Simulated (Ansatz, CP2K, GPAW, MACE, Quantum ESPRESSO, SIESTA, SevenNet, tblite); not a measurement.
# Running twisted graphene double bilayer, 27.80° (104 atoms) with tblite

Aim: run twisted graphene double bilayer, 27.80° (104 atoms) in tblite and see how near its forces come to a plane-wave reference, and at what cost.

Program: tblite 0.8.0. Level of theory: the method is named at each step. Results are calculated unless marked as measured.

## 1. Starting point

The cell holds 104 atoms: 104 C. Its edges and angles: a = 8.870 Å, b = 8.870 Å, c = 24.180 Å, α = 90.0°, β = 90.0°, γ = 120.0°. It derives from C (graphene). Graphene (a = 2.46 Å) under graphene (a = 2.46 Å), double bilayer, commensurate cell of 13 unit cells a layer, twist 27.80 deg; facing planes 3.33, 3.52, 3.33 Å apart as built; 14 Å of vacuum; minimised with a classical potential. Then every atom was moved at random, 0.05 Å r.m.s. a Cartesian component. Regions: layer 1, 26 atoms (26 C); layer 2, 26 atoms (26 C); layer 3, 26 atoms (26 C); layer 4, 26 atoms (26 C). Vacuum lies along c.

The yardstick, on the same geometry:

```
method                 : Kohn-Sham DFT, PBE, SSSP efficiency 1.3.0 pseudopotentials, plane waves (Quantum ESPRESSO 7.5); sssp-pbe-1.3.0-efficiency, cutoffs 45/360 Ry, Γ point
r.m.s. force component : 2.969 eV/Å
longest force          : 12.73 eV/Å
time                   : 3.6 min on 4 MPI ranks of Arm Neoverse V2, shared host
CPU time               : 14 min
```

## 2. GFN2-xTB

Method: GFN2-xTB tight binding, diagonalisation.

run.py reads:

```python
import numpy as np
from ase.io import read
from tblite.ase import TBLite

atoms = read("structure.xyz")
atoms.calc = TBLite(method="GFN2-xTB", electronic_temperature=580, accuracy=1.0, max_iterations=250, mixer_damping=0.1, verbosity=1)
energy = atoms.get_potential_energy()
forces = atoms.get_forces()
print(f"energy {energy:.6f} eV")
print("forces (eV/A)")
for i, (a, f) in enumerate(zip(atoms, forces)):
    print(f"{i:4d} {a.symbol:2s} {f[0]:10.5f} {f[1]:10.5f} {f[2]:10.5f}")
print("charges (e)")
print(np.array2string(atoms.get_charges(), precision=4, suppress_small=True, max_line_width=110, threshold=100000))
```

structure.xyz reads:

```xyz
104
Lattice="8.86970 0.00000 0.00000 -4.43485 7.68139 0.00000 0.00000 0.00000 24.18000" Properties=species:S:1:pos:R:3 pbc="T T T"
C 0.27567 1.43780 7.02598
C 1.33799 0.43707 7.02792
C -0.36574 3.62339 7.05476
C 0.69632 2.76015 6.93990
C -1.01190 6.20265 7.06757
C -0.03038 5.06042 7.08740
C 2.74318 0.80232 7.04629
C -0.63214 7.60442 7.07072
C 2.08269 3.17426 6.96577
C 2.97015 2.13504 6.94764
C 1.39560 5.51762 7.03179
C 2.37043 4.48562 7.03396
C 5.12842 0.26432 7.01534
C 1.68143 6.81508 7.01679
C 4.47082 2.56105 7.02115
C 5.41154 1.59950 7.04968
C 3.70257 4.84127 7.00567
C 4.77957 3.93402 7.06467
C 3.06036 7.30277 6.91959
C 3.99447 6.25065 6.99020
C 6.74856 1.93456 7.00857
C 7.83731 1.08023 7.02139
C 6.15273 4.36364 7.02647
C -1.66267 3.33011 7.03275
C -3.45395 6.72798 6.95489
C -2.31371 5.72824 7.10916
C 0.74270 2.69502 10.44987
C 1.69447 1.74014 10.45712
C -0.02967 5.12280 10.44673
C 0.98596 4.09372 10.39063
C -0.58833 7.51793 10.42545
C 0.29328 6.55107 10.35291
C 3.05725 2.16239 10.36040
C 4.15528 1.13577 10.32002
C 2.35863 4.51973 10.38120
C 3.40672 3.55380 10.39256
C 1.64994 6.90588 10.36645
C 2.69923 5.91421 10.41844
C 5.44440 1.69098 10.32027
C 6.44552 0.64938 10.39547
C 4.83279 3.83755 10.43488
C 5.90886 2.89704 10.47236
C 4.09904 6.26832 10.51032
C 5.13990 5.26267 10.46607
C 7.88042 1.02785 10.32486
C 4.41543 7.63330 10.45833
C -1.71274 3.33864 10.49194
C -0.72714 2.39951 10.45060
C -2.49012 5.75328 10.40248
C -1.37006 4.76054 10.47598
C 1.36092 0.44083 10.37902
C -1.99985 7.08286 10.39015
C 6.18546 0.76153 13.87956
C 5.75918 2.12606 13.66484
C 4.33804 2.65799 13.81718
C 4.06538 3.96029 13.74536
[... 44 atom lines left out ...]
C 5.75142 2.13750 17.11823
C 5.43141 3.52353 17.15644
C 4.09545 3.90668 17.15402
C 3.78705 5.37398 17.20020
```

Started as:

```sh
OMP_NUM_THREADS=1 python run.py > output.txt
```

The program printed:

```text
------------------------------------------------------------
  cycle        total energy    energy error   density error
------------------------------------------------------------
      1     -223.5958857820  -2.2832060E+02   1.5072948E-01
      2     -223.6040548166  -8.1690346E-03   1.3553000E-01
      3     -223.5725085066   3.1546310E-02   1.7216008E-02
      4     -223.6081737825  -3.5665276E-02   2.9017617E-03
      5     -223.6087556385  -5.8185599E-04   1.7151427E-03
      6     -223.6088389765  -8.3337988E-05   1.1908040E-03
      7     -223.6088352622   3.7143409E-06   5.4266960E-04
      8     -223.6088450528  -9.7906324E-06   9.1587370E-05
      9     -223.6088456146  -5.6176484E-07   5.1592115E-05
     10     -223.6088457798  -1.6528472E-07   2.8639740E-05
     11     -223.6088457794   4.6702553E-10   1.5856297E-05
------------------------------------------------------------
 total:                                   5.109 sec
energy -6084.706621 eV
forces (eV/A)
   0 C     3.84535   -1.32941   -0.53181
   1 C    -0.69210   -1.92024   -0.24929
   2 C     2.54513    5.69072   -0.22688
   3 C     0.69655   -0.20717    0.88607
   4 C     2.29845   -3.10728    0.49348
   5 C     0.79175    2.63463   -0.36198
   6 C    -3.06397   -0.21607   -0.30477
   7 C    -1.31791   -3.66094   -0.13814
   8 C    -3.96901   -2.80589   -0.12686
   9 C     5.89160    2.62699    0.72745
  10 C    -3.66624   -3.96401    0.29775
  11 C     0.64575    2.31463   -0.29029
  12 C     0.48761   -3.85065    0.31175
  13 C     1.21123    6.47563   -0.46833
  14 C    -4.78270    0.98235   -0.08930
  15 C     2.10559   -0.59183   -0.37400
  16 C     1.56979    2.46906    0.32101
  17 C     0.68846    0.04829   -0.59222
  18 C    -0.83528   -0.51346    1.22879
  19 C     3.24040    1.75615   -0.51209
  20 C     2.81272    3.45950    0.31207
  21 C    -2.45062   -4.68558   -0.57241
  22 C     1.25204   -0.82242    0.73076
  23 C    -5.86005   -1.09518    0.06409
[...]
96 C     4.59202    6.19411   -0.05033
  97 C    -7.14902  -10.09243    0.21184
  98 C     0.68091    1.56976    0.74237
  99 C     2.59046   -4.11730   -0.97454
 100 C     2.54742   -0.34613    0.50723
 101 C     1.30172    0.19513   -0.29691
 102 C    -0.26489    3.38600   -0.31256
 103 C    -3.45781   -4.11686   -0.57855
charges (e)
[ 0.0067 -0.0078  0.0121 -0.0014 -0.0044 -0.0229  0.0117  0.0082  0.008  -0.0044  0.0051  0.0111 -0.0005
  0.0013 -0.0104  0.0173  0.0044  0.006  -0.0117 -0.0047 -0.0011  0.006  -0.0055 -0.0051 -0.0189  0.0008
 -0.0025  0.0161 -0.002  -0.0018  0.0189  0.0103 -0.0153  0.001   0.     -0.0012 -0.006  -0.0031  0.0104
 -0.0219 -0.0096  0.023   0.001   0.0055 -0.0074 -0.0007  0.0097  0.0001  0.0064 -0.0115 -0.0036 -0.0157
  0.0065 -0.0197  0.0096 -0.0007  0.0047  0.0026  0.0048  0.0141  0.0089 -0.0152 -0.0008 -0.002  -0.0138
 -0.0042  0.002   0.0133 -0.0108 -0.0016 -0.0161  0.0179 -0.0077  0.0048 -0.0065 -0.005   0.0159 -0.0006
  0.0185  0.0057 -0.0096  0.0008 -0.0033  0.0119 -0.0091  0.0124 -0.0093 -0.0065  0.0146 -0.0112  0.0043
  0.0005  0.0194  0.011   0.0178 -0.0112 -0.014  -0.0126 -0.0191 -0.0023 -0.0095  0.0056  0.0022 -0.0074]
```

Run time: 5.6 s. Hardware: 1 thread of Arm Neoverse V2, shared host; peak memory 0.13 GiB.

Banners, paths, timers and routine set-up lines are dropped from the logs unmarked, and long logs keep their key lines alone; longer cuts are marked.

Numbers from this run, and their distance from the reference:

| Item | Value |
| --- | --- |
| r.m.s. force component | 2.866 eV/Å |
| r.m.s. difference of force components | 187.7 meV/Å |
| longest difference of force vectors | 535.9 meV/Å |
| force difference over r.m.s. force | 6.322 % |
| slope of forces against the reference's | 0.964 |
| correlation of force components | 0.9986 |

Local excerpt of 10 atoms (numbers count through the whole input) about C10, picked at random; x, y, z are measured from there.

| atom | x | y | z | distance (Å) | bonds | Mulliken charge (e) | Fx | Fy | Fz (eV/Å) |
| --- | --- | --- | --- | --- | --- | --- | --- | --- | --- |
| C10 | 0.00 | 0.00 | 0.00 | 0.00 | 3 | 0.00 | 5.89 | 2.63 | 0.73 |
| C7 | -0.23 | -1.33 | 0.10 | 1.36 | 3 | 0.01 | -3.06 | -0.22 | -0.30 |
| C9 | -0.89 | 1.04 | 0.02 | 1.37 | 3 | 0.01 | -3.97 | -2.81 | -0.13 |
| C15 | 1.50 | 0.43 | 0.07 | 1.56 | 3 | -0.01 | -4.78 | 0.98 | -0.09 |
| C2 | -1.63 | -1.70 | 0.08 | 2.36 | 3 | -0.01 | -0.69 | -1.92 | -0.25 |
| C4 | -2.27 | 0.63 | -0.01 | 2.36 | 3 | 0.00 | 0.70 | -0.21 | 0.89 |
| C8 | 0.83 | -2.21 | 0.12 | 2.37 | 3 | 0.01 | -1.32 | -3.66 | -0.14 |
| C12 | -0.60 | 2.35 | 0.09 | 2.43 | 3 | 0.01 | 0.65 | 2.31 | -0.29 |
| C16 | 2.44 | -0.54 | 0.10 | 2.50 | 3 | 0.02 | 2.11 | -0.59 | -0.37 |
| C18 | 1.81 | 1.80 | 0.12 | 2.55 | 3 | 0.01 | 0.69 | 0.05 | -0.59 |

Atoms are counted from 1 here, from 0 in the log.

Forces lie 6.3 % from the reference's, at 0.0065 times its CPU time (on 1 against 4 cores).

## 3. GFN1-xTB

Method: GFN1-xTB tight binding, diagonalisation.

run.py: that of step 2 with these lines changed.

```diff
@@ -5,3 +5,3 @@
 atoms = read("structure.xyz")
-atoms.calc = TBLite(method="GFN2-xTB", electronic_temperature=580, accuracy=1.0, max_iterations=250, mixer_damping=0.1, verbosity=1)
+atoms.calc = TBLite(method="GFN1-xTB", electronic_temperature=580, accuracy=1.0, max_iterations=250, mixer_damping=0.1, verbosity=1)
 energy = atoms.get_potential_energy()
```

structure.xyz is that of step 2.

The program printed:

```text
------------------------------------------------------------
  cycle        total energy    energy error   density error
------------------------------------------------------------
      1     -220.5036705704  -2.2452117E+02   9.2110435E-01
      2     -220.5085202485  -4.8496781E-03   8.2891538E-01
      3     -220.4918608733   1.6659375E-02   2.6552105E-02
      4     -220.5106649136  -1.8804040E-02   1.0044799E-02
      5     -220.5120123100  -1.3473964E-03   3.5063401E-03
      6     -220.5124269296  -4.1461960E-04   7.1396713E-04
      7     -220.5124384029  -1.1473287E-05   2.1732975E-04
      8     -220.5124389925  -5.8961751E-07   9.4538564E-05
      9     -220.5124392357  -2.4323771E-07   2.7114621E-05
     10     -220.5124392428  -7.0710939E-09   1.4561168E-05
------------------------------------------------------------
 total:                                   1.249 sec
energy -6000.449107 eV
forces (eV/A)
   0 C     3.90531   -1.33130   -0.52620
   1 C    -0.70567   -1.98001   -0.25200
   2 C     2.57699    5.77016   -0.22905
   3 C     0.66657   -0.24062    0.83211
   4 C     2.34063   -3.17669    0.47681
   5 C     0.81115    2.66746   -0.35739
   6 C    -3.09883   -0.16510   -0.30239
   7 C    -1.30763   -3.67989   -0.14189
   8 C    -4.03796   -2.87615   -0.15508
   9 C     6.00786    2.65247    0.67394
  10 C    -3.73871   -3.98423    0.28956
  11 C     0.70065    2.32436   -0.28891
  12 C     0.44285   -3.88675    0.28873
  13 C     1.25940    6.50721   -0.48365
  14 C    -4.85117    1.00032   -0.10202
  15 C     2.13042   -0.55928   -0.37626
  16 C     1.56332    2.49014    0.30684
  17 C     0.68469    0.01756   -0.58570
  18 C    -0.84828   -0.56289    1.17521
  19 C     3.25441    1.79948   -0.52412
  20 C     2.87975    3.53416    0.28968
  21 C    -2.50103   -4.73578   -0.57108
  22 C     1.28167   -0.83019    0.70398
  23 C    -5.94756   -1.12547    0.04228
[...]
96 C     4.62038    6.25230   -0.02085
  97 C    -7.20333  -10.22831    0.22238
  98 C     0.66396    1.58692    0.74243
  99 C     2.64726   -4.16000   -0.92577
 100 C     2.61753   -0.34869    0.50959
 101 C     1.31268    0.20824   -0.27695
 102 C    -0.24787    3.43700   -0.28662
 103 C    -3.49173   -4.19464   -0.54087
charges (e)
[ 0.007  -0.0077  0.0133 -0.0012 -0.0036 -0.0215  0.0093  0.0077  0.0075 -0.0032  0.0036  0.0097 -0.0017
  0.0015 -0.0121  0.0161  0.0048  0.0037 -0.011  -0.0023 -0.0007  0.0055 -0.0059 -0.004  -0.0156  0.0018
 -0.0017  0.0153 -0.0032 -0.0019  0.0176  0.0097 -0.0149 -0.0001 -0.0003 -0.002  -0.0044 -0.0018  0.0104
 -0.0192 -0.0105  0.0225  0.0013  0.0037 -0.0067 -0.0004  0.0078  0.0013  0.0073 -0.0118 -0.0022 -0.0166
  0.0055 -0.0201  0.0102 -0.0021  0.0029  0.0028  0.0054  0.0133  0.0092 -0.0135 -0.0007 -0.0026 -0.0144
 -0.003   0.0002  0.0139 -0.01   -0.0004 -0.0165  0.0174 -0.0086  0.0041 -0.0062 -0.0042  0.0147  0.0018
  0.0192  0.0054 -0.007  -0.002  -0.0037  0.0118 -0.007   0.012  -0.0075 -0.0069  0.0146 -0.0106  0.0026
 -0.0023  0.0179  0.0109  0.0177 -0.0105 -0.0136 -0.0126 -0.0196 -0.002  -0.0092  0.0058  0.0037 -0.0065]
```

Wall time 1.7 s (1 thread); peak memory 0.13 GiB.

Numbers from this run, and their distance from the reference:

```
r.m.s. force component                  : 2.904 eV/Å
r.m.s. difference of force components   : 169.9 meV/Å
longest difference of force vectors     : 501.5 meV/Å
force difference over r.m.s. force      : 5.722 %
slope of forces against the reference's : 0.9769
correlation of force components         : 0.9986
```

Against the first run (6.3 %), the force difference from the reference is 5.7 %, at 0.31 times the CPU time.

## 4. The ladder

Differences are against the plane-wave reference, forces as r.m.s. over components; share is that over the reference's r.m.s. force, slope the least-squares factor from reference forces to these. Total energies of different programs have different zeros and aren't compared.

| run | Δ force, r.m.s. (meV/Å) | share (%) | slope | cores | CPU time | memory (GiB) |
| --- | --- | --- | --- | --- | --- | --- |
| reference | - | - | - | 4 | 14 min | 4.3 |
| tblite GFN2-xTB | 188 | 6.32 | 0.964 | 1 | 5.6 s | 0.13 |
| tblite GFN1-xTB | 170 | 5.72 | 0.977 | 1 | 1.7 s | 0.13 |

CPU time is summed over cores on a shared host, where runs went side by side, so it is rough. Symmetry, cutoffs, thresholds, outputs and thread counts weren't matched or tuned between programs; memory under MPI is the largest rank's times the ranks.

## 5. Summary of results

```yaml
nearest_in_forces: tblite GFN1-xTB, 5.7 %
its_cpu_time: 1.7 s
```

What this shows: Tight binding differs by 5.7 % (tblite GFN1-xTB) to 6.3 % (tblite GFN2-xTB); it is another model, with fitted parameters of its own, and the xTB methods hold dispersion. Of the electronic-structure runs that take under half the reference's CPU time, tblite GFN1-xTB comes nearest, at 5.7 % in 1.7 s against 14 min. Periodic xTB results under one method name differ between programs and library versions. The reference's PBE has no dispersion term, which matters for the binding between molecules or layers. One k-point is far too coarse for the carbon or group-IV sheet, and it can put spurious forces of up to about 1 eV/Å on the sheet's atoms. The electronic-structure runs sample only Γ, in a cell whose shortest periodic width is 8 Å.

[Also dropped from logs without a mark: logging warnings of Python, and SIESTA's first energy breakdown and zero terms.]

[Logs are printed without paths, hosts, clocks, repeated set-up lines and the standing remarks that a program may print on its own settings, such as how far it seeks lower states.]

[Hosts, paths, dates, database ids (printed as entryN), source tags and the programs' standing remarks are cut or masked in the printed files.]
